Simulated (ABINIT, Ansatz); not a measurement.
Computed results, one entry a study.

```
How the form of the self-energy moves the gap of Sr2H3I (P-3m1)
1.0
     4.24273    0.00000    0.00000
    -2.12136    3.67431    0.00000
     0.00000    0.00000    7.68275
Sr H I
2 3 1
Direct
  0.66667 0.33333 0.67866
  0.33333 0.66667 0.32134
  0.00000 0.00000 0.50000
  0.66667 0.33333 0.35725
  0.33333 0.66667 0.64275
  0.00000 0.00000 0.00000
# method: RPA screening on LDA, plane waves, norm-conserving pseudopotentials (and 3 further levels or steps)
# program: ABINIT 10.8.3
# settings: cutoff 31 Ha, PseudoDojo scalar-relativistic 0.4.1 standard, norm-conserving, ngkpt (3, 3, 2), nband 230, ecuteps 6.5 Ha, gwcalctyp 2, nfreqre 16, nfreqim 8, inclvkb 2, freqremax 40 eV, spmeth 1, nomegasf 120, shiftk (0, 0, 0), symchi 1, awtr 1, frequency cd, 3×3×2 k-mesh
# cost: 8 runs, 22 min in all on 4 MPI ranks of Arm Neoverse V1, shared host
# notes: The program’s warnings: Min real frequency set to default [Ha] = and nkpt*nsppol () is not a multiple of nproc spkpt (). The cell and positions are those that the Materials Project relaxed with its own functionals (PBE, PBE+U or r2SCAN), kept fixed. Limits: no spin-orbit coupling. The 3×3×2 mesh is coarse for this cell, which bears on the long-range parts of exchange and screening.
# G0W0, Godby-Needs plasmon pole: 3.663 eV
# G0W0, von der Linden-Horsch plasmon pole: 3.784 eV
# G0W0, Engel-Farid plasmon pole: 3.638 eV
# one-shot Hartree-Fock: 9.033 eV
# G0W0, contour deformation: 3.586 eV
# known limits: short of the basis limit; no spin-orbit coupling; coarse k mesh
```

[Long decimals in the printed logs are rounded to 6 places.]

[Logs are printed without paths, hosts, clocks, repeated set-up lines and the standing remarks that a program may print on its own settings, such as how far it seeks lower states.]

[Paths, hosts, dates, memory and timing lines, banners, echoed tables and standing remarks are left out of the program output; an Ansatz launch command may be rebuilt from the run's recorded settings. Measured values are a selection of at most five: reports struck by readers or far from the other reports are left out. None is set beside runs whose start may be inverted or whose files or cutoffs have a known fault.]

[Runs of the session that timed out or met a known fault of the program may be left out.]

[Hosts, paths, dates, database ids (printed as entryN), source tags and the programs' standing remarks are cut or masked in the printed files.]

[G0W0 gaps are taken among the corrected bands and points alone; a level outside them can change the order at an edge.]

[Where Ansatz stands beside ABINIT at settings called matched, ABINIT's density can come from a denser mesh and the files from another edition; pairs whose starting gaps differed by over 0.03 eV were left out, so agreement reads better than it is.]
